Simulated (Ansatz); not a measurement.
# F on Ru(0001): change of the work function, part 3 of 3

Wanted: Δφ(θ) for F/Ru(0001), starting from the fcc site.

Ansatz 0.2.0; plane-wave DFT, PBE, Ansatz PAW.

So far, work function, upper face (eV): step 2 (the clean slab) 5.05; step 3 (17 atoms, coverage 0.25 ML, cell 2x2) 5.60.

**4. The covered slab, k-mesh 12×12×1, coverage 1 ML**

System of this step: F/Ru(0001). The cell holds 5 atoms: 4 Ru and 1 F. Cell: a = 2.700 Å, b = 2.700 Å, c = 25.775 Å, α = 90.0°, β = 90.0°, γ = 60.0°. Vacuum lies along c.

Another coverage, to see how the dipoles act on each other as their distance changes.

File input.yaml:

```yaml
crystal:
  lattice:
    - [2.7, 0.0, 0.0]
    - [1.35, 2.3382685902, 0.0]
    - [0.0, 0.0, 25.7748146342]
  atoms:
    - { symbol: Ru, position: [0.6666666667, 0.6666666667, 0.3491780689] }
    - { symbol: Ru, position: [0.0, 0.0, 0.4321427781] }
    - { symbol: Ru, position: [0.6666666667, 0.6666666667, 0.5158597237] }
    - { symbol: Ru, position: [0.0, 0.0, 0.5967572406] }
    - { symbol: F, position: [0.3333333333, 0.3333333333, 0.6508219311] }
kpoints:
  mp_grid: { grid: [12, 12, 1] }
hamiltonian:
  xc: pbe
scf:
  occupations: { method: fermi_dirac, width: 0.1 }
  convergence: { dr2_threshold: 1.0e-08 }
efield:
  axis: 3
  dipole_correction: true
  ramp_position: 0.97
  ramp_width: 0.06
relax:
  f_tol: 0.02
  max_steps: 60
  constraints: [{ sites: [0, 1] }]
output:
  write_potential: true
  write_density: true
  volumetric_format: npy
```

Run with:

```
ansatz run input.yaml --threads 4 --pin off --max-ram 6144MiB --backend cpu --events-out ev --progress --plain --runs-dir out
```

Numbers of over 12 decimals in the logs are rounded to 6 here.

The program printed:

```text
[...]
Crystal: 5 atoms, lattice volume = 162.725 Å³
Basis set: ecut = 420 eV, 3213 PW (Γ), exchange–correlation on 40×40×360 points (8 copies of the dense FFT grid, shifted against one another)
Bands: 43, of which v1, the nominal top of the filled ones, is band 36 counted from 1 (35 counted from 0)
Symmetry: 6 space group operations
[...]
k-points: 19 of 144 (time reversal used)
[...]
SCF iter   1: F=—  HF=-24320.584476 eV  |F-HF|=—  |Δ(HF+E_count)|=         —  Δρ=1.81e-2  dr2=5.87e0  ethr=1.77e-3  p=0.007 e·Å  D=8.32e-3 V/Å  ΔV_dip=-0.21 eV  dr2_dipole=1.66e0  V_vac-E_F(+/−)=4.62/4.83 eV  ⟨swp⟩=8.0  Hψ=3628  notcnv=0
[...]
SCF iter  11: F=-24320.486658 eV  HF=-24320.486658 eV  |F-HF|=5.83e-8  |Δ(HF+E_count)|=   1.08e-7  Δρ=1.15e-6  dr2=4.33e-9  ethr=1.41e-11  p=-0.033 e·Å  D=-3.62e-2 V/Å  ΔV_dip=0.93 eV  dr2_dipole=9.25e-10  V_vac-E_F(+/−)=5.96/5.03 eV  ⟨swp⟩=11.0  Hψ=6380  notcnv=0
SCF 1 converged in 11 iterations: F = -24320.486658 eV  dr2 = 4.33e-9
[...]
relax step   1: F+E_penalty+E_count = -24320.48665836 eV  Δ(F+E_penalty+E_count) = +0.000e0 eV  max|allowed force component| = 2.768e0 eV/Å  Δτ_max = 0.0000 Å  (11 SCF iters, accepted)
[...]
SCF iter   1: F=—  HF=-24320.791171 eV  |F-HF|=—  |Δ(HF+E_count)|=         —  Δρ=1.44e-2  dr2=2.86e0  ethr=3.10e-3  p=-0.033 e·Å  D=-3.62e-2 V/Å  ΔV_dip=0.93 eV  dr2_dipole=1.07e0  V_vac-E_F(+/−)=6.03/5.10 eV  ⟨swp⟩=4.3  Hψ=1969  notcnv=0
[...]
SCF iter  11: F=-24320.707154 eV  HF=-24320.707154 eV  |F-HF|=1.29e-8  |Δ(HF+E_count)|=   3.32e-8  Δρ=7.02e-7  dr2=9.60e-10  ethr=1.41e-11  p=-0.072 e·Å  D=-7.95e-2 V/Å  ΔV_dip=2.05 eV  dr2_dipole=5.08e-11  V_vac-E_F(+/−)=7.07/5.02 eV  ⟨swp⟩=10.3  Hψ=6130  notcnv=0
SCF 2 converged in 11 iterations: F = -24320.707154 eV  dr2 = 9.60e-10
relax step   2: F+E_penalty+E_count = -24320.70715422 eV  Δ(F+E_penalty+E_count) = -2.205e-1 eV  max|allowed force component| = 9.831e-1 eV/Å  Δτ_max = 0.1772 Å  (11 SCF iters, accepted)
[...]
SCF iter   9: F=-24320.729620 eV  HF=-24320.729620 eV  |F-HF|=4.07e-8  |Δ(HF+E_count)|=   1.53e-7  Δρ=2.15e-6  dr2=7.48e-9  ethr=1.41e-11  p=-0.089 e·Å  D=-9.90e-2 V/Å  ΔV_dip=2.55 eV  dr2_dipole=1.24e-11  V_vac-E_F(+/−)=7.58/5.02 eV  ⟨swp⟩=9.9  Hψ=7367  notcnv=0
SCF 3 converged in 9 iterations: F = -24320.729620 eV  dr2 = 7.48e-9
relax step   3: F+E_penalty+E_count = -24320.72962004 eV  Δ(F+E_penalty+E_count) = -2.247e-2 eV  max|allowed force component| = 1.585e-1 eV/Å  Δτ_max = 0.0533 Å  (9 SCF iters, accepted)
SCF iter   1: F=—  HF=-24320.731015 eV  |F-HF|=—  |Δ(HF+E_count)|=         —  Δρ=1.69e-3  dr2=3.42e-3  ethr=5.22e-4  p=-0.089 e·Å  D=-9.90e-2 V/Å  ΔV_dip=2.55 eV  dr2_dipole=9.54e-5  V_vac-E_F(+/−)=7.57/5.02 eV  ⟨swp⟩=2.2  Hψ=1192  notcnv=0
[...]
SCF iter   9: F=-24320.730480 eV  HF=-24320.730480 eV  |F-HF|=1.00e-8  |Δ(HF+E_count)|=   2.82e-8  Δρ=5.08e-7  dr2=8.49e-10  ethr=1.41e-11  p=-0.088 e·Å  D=-9.76e-2 V/Å  ΔV_dip=2.51 eV  dr2_dipole=2.66e-10  V_vac-E_F(+/−)=7.54/5.02 eV  ⟨swp⟩=10.8  Hψ=6150  notcnv=0
SCF 4 converged in 9 iterations: F = -24320.730480 eV  dr2 = 8.49e-10
relax step   4: F+E_penalty+E_count = -24320.73048002 eV  Δ(F+E_penalty+E_count) = -8.600e-4 eV  max|allowed force component| = 1.802e-3 eV/Å  Δτ_max = 0.0165 Å  (9 SCF iters, accepted)
[...]
WARN: The output density's exchange-correlation potential varies sharply where the density is thin. Do not read a vacuum level from v_tot or v_xc, or from such a field of the output density. On a cell that repeats whose density bears no net charge and no dipole along the vacuum's axis use v_es (v_loc + v_h of the components); under efield.dipole_correction with no amplitude use v_es + v_field, which holds any externa [...]
SCF converged after 9 iterations
Free energy (F): -24320.730480 eV
[...]
Internal energy: -24320.553066 eV  (E = F + TS)
E sigma→0 (E₀):  -24320.641773 eV
Entropy (-TS):   -0.177414 eV (-35.483 meV/atom)
Fermi energy:    4.248721 eV
Dipole field:    D = -0.097529 V/Å  (p = -0.087705 e·Å, saw-weighted, corrected)
Work function:   Φ+ = 7.5360 eV   Φ− = 5.0223 eV
[...]
--- Forces (eV/Å), atoms counted from 1 ---
  atom   1  Ru     0.00000000     0.00000000     0.41636998
  atom   2  Ru    -0.00000000     0.00000000    -0.41324522
  atom   3  Ru     0.00000000    -0.00000000    -0.00180228
  atom   4  Ru    -0.00000000     0.00000000    -0.00127901
  atom   5  F      0.00000000     0.00000000    -0.00005324
  max |Σ_I F_I| component: 9.77e-6 eV/Å
--- Band table (eV; the first three rows and the last of 19) ---
  k-point 0: bands = [... 32 lower, 2.3717, 2.3717, 2.8648, 3.3108, 3.3108, 4.2703, 4.2703, 4.9049, ... 3 higher]
  k-point 1: bands = [... 32 lower, 2.3036, 2.4959, 2.7815, 3.2164, 3.2875, 3.9564, 4.2349, 4.4135, ... 3 higher]
  k-point 2: bands = [... 32 lower, 2.5536, 2.5554, 2.9050, 2.9291, 3.4236, 3.5550, 4.2013, 4.6359, ... 3 higher]
  k-point 18: bands = [... 32 lower, 3.0502, 3.3702, 4.1377, 4.8754, 4.9875, 5.3049, 5.3506, 5.3854, ... 3 higher]
--- Relaxed structure (4 steps of the walk, 4 accepted, 0 SCFs on fresh bases) ---
  F+E_penalty+E_count = -24320.73048002 eV   max|allowed force component| = 1.802e-3 eV/Å
  atoms:
    - { symbol: Ru, position: [0.666667, 0.666667, 0.349178] }
    - { symbol: Ru, position: [-1.850371707762447e-17, -1.8503717077624474e-17, 0.432143] }
    - { symbol: Ru, position: [0.666667, 0.666667, 0.516883] }
[...]
- { symbol: F, position: [0.333333, 0.333333, 0.658381] }
```

Wall time 8.7 s (4 threads of Intel Xeon Platinum 8488C (Sapphire Rapids), shared host); peak memory 0.63 GiB.

Step by step:

```csv
step,energy less that of the first step (eV),largest force component (eV/Å)
1,0.0000,2.7682
2,-0.2205,0.9831
3,-0.2430,0.1585
4,-0.2438,0.0018
```

Forces are held to the 6 operations that the run works with; a distortion that breaks them can't arise in this run.

The atoms that moved most (Å):

```csv
atom,dx,dy,dz,length
F5,0.000,0.000,0.195,0.195
Ru3,0.000,0.000,0.026,0.026
Ru4,0.000,0.000,0.010,0.010
```

Final coordinates:

```xyz
5
Lattice="2.7000 0.0000 0.0000 1.3500 2.3383 0.0000 0.0000 0.0000 25.7748" Properties=species:S:1:pos:R:3
Ru    2.7000    1.5588    9.0000
Ru    0.0000    0.0000   11.1384
Ru    2.7000    1.5588   13.3226
Ru    0.0000    0.0000   15.3913
F     1.3500    0.7794   16.9696
```

Numbers from this step:

| Quantity | Value |
| --- | --- |
| energy at zero smearing | -24320.6418 eV |
| work function, upper face | 7.536 eV |
| work function, lower face | 5.022 eV |
| dipole along the normal | -0.08771 e·Å |
| step between the vacuum levels | 2.514 eV |

Running mean over 2.138 Å of the planar mean; the ramp of the sawtooth is left out. The electron's electrostatic potential energy less the Fermi level by z:

```csv
z (Å),electron's electrostatic potential energy less the Fermi level (eV)
3.5,5.02
4.0,5.02
4.5,5.02
5.0,5.02
5.5,5.00
6.0,4.93
6.5,4.71
7.0,3.91
7.5,0.695
8.0,-6.31
8.5,-12.4
9.0,-14.3
9.5,-14.6
10.0,-14.7
10.5,-14.7
11.0,-14.8
11.5,-14.7
12.0,-14.3
12.5,-14.3
13.0,-14.7
13.5,-15.0
14.0,-15.6
14.5,-15.9
15.0,-15.4
15.5,-15.2
16.0,-14.3
16.5,-8.43
17.0,-1.44
17.5,1.91
18.0,4.67
18.5,6.97
19.0,7.47
19.5,7.53
20.0,7.53
20.5,7.54
21.0,7.54
21.5,7.54
22.0,7.54
22.5,7.54
```

The relaxation took 4 steps and lowered the energy by 0.24 eV; the largest force on the free atoms ends at 0.0018 eV/Å.

The covered face has 7.54 eV, +2.49 eV against the clean one; the bare back face has moved by -0.05 eV, a measure of how thin the slab is.

**5. Work function against coverage**

This step: plane-wave DFT, PBE, Ansatz PAW; work function against coverage (Ansatz 0.2.0).

The runs are now put side by side.

Numbers from this step:

| Property | Result |
| --- | --- |
| work function of the clean face | 5.046 eV |
| largest change of the work function | 2.490 eV |

Work function of the covered face against coverage:

```csv
coverage (adsorbates/nm²),work function of the covered face (eV)
0.00,5.05
3.96,5.60
15.84,7.54
```

The dipole per adsorbate comes from the change of the cell's dipole. Coverage, by row:

```csv
coverage (1/nm²),coverage (ML),work function (eV),change (eV),"dipole per adsorbate, positive end outwards (debye)",mean height of the added atoms over the highest substrate atom (Å)
3.96,0.25,5.602,0.5564,-0.407,1.683
15.84,1,7.536,2.49,-0.426,1.578
```

**6. Results**

```
work function of the clean face                        : 5.05 eV
work function at 0.25 ML                               : 5.60 eV
work function at 1 ML                                  : 7.54 eV
dipole per adsorbate at 0.25 ML, positive end outwards : -0.41 D
```

In words: F raises the work function of Ru(0001) at the lowest coverage, by 0.56 eV: the adsorbate layer has its negative end outwards. The slab has 4 layers, at the tabulated experimental lattice constant, one starting site was run, and quantum-size effects of a slab this thin can reach one or two tenths of an eV.

[Logs are printed without paths, hosts, clocks, repeated set-up lines and the standing remarks that a program may print on its own settings, such as how far it seeks lower states.]

[Hosts, paths, dates, database ids (printed as entryN), source tags and the programs' standing remarks are cut or masked in the printed files.]

[Maps of the electrostatic potential energy from Ansatz leave out the sawtooth potential of an applied field or a dipole correction, so their vacuum need not be flat; planar profiles and work functions include it.]
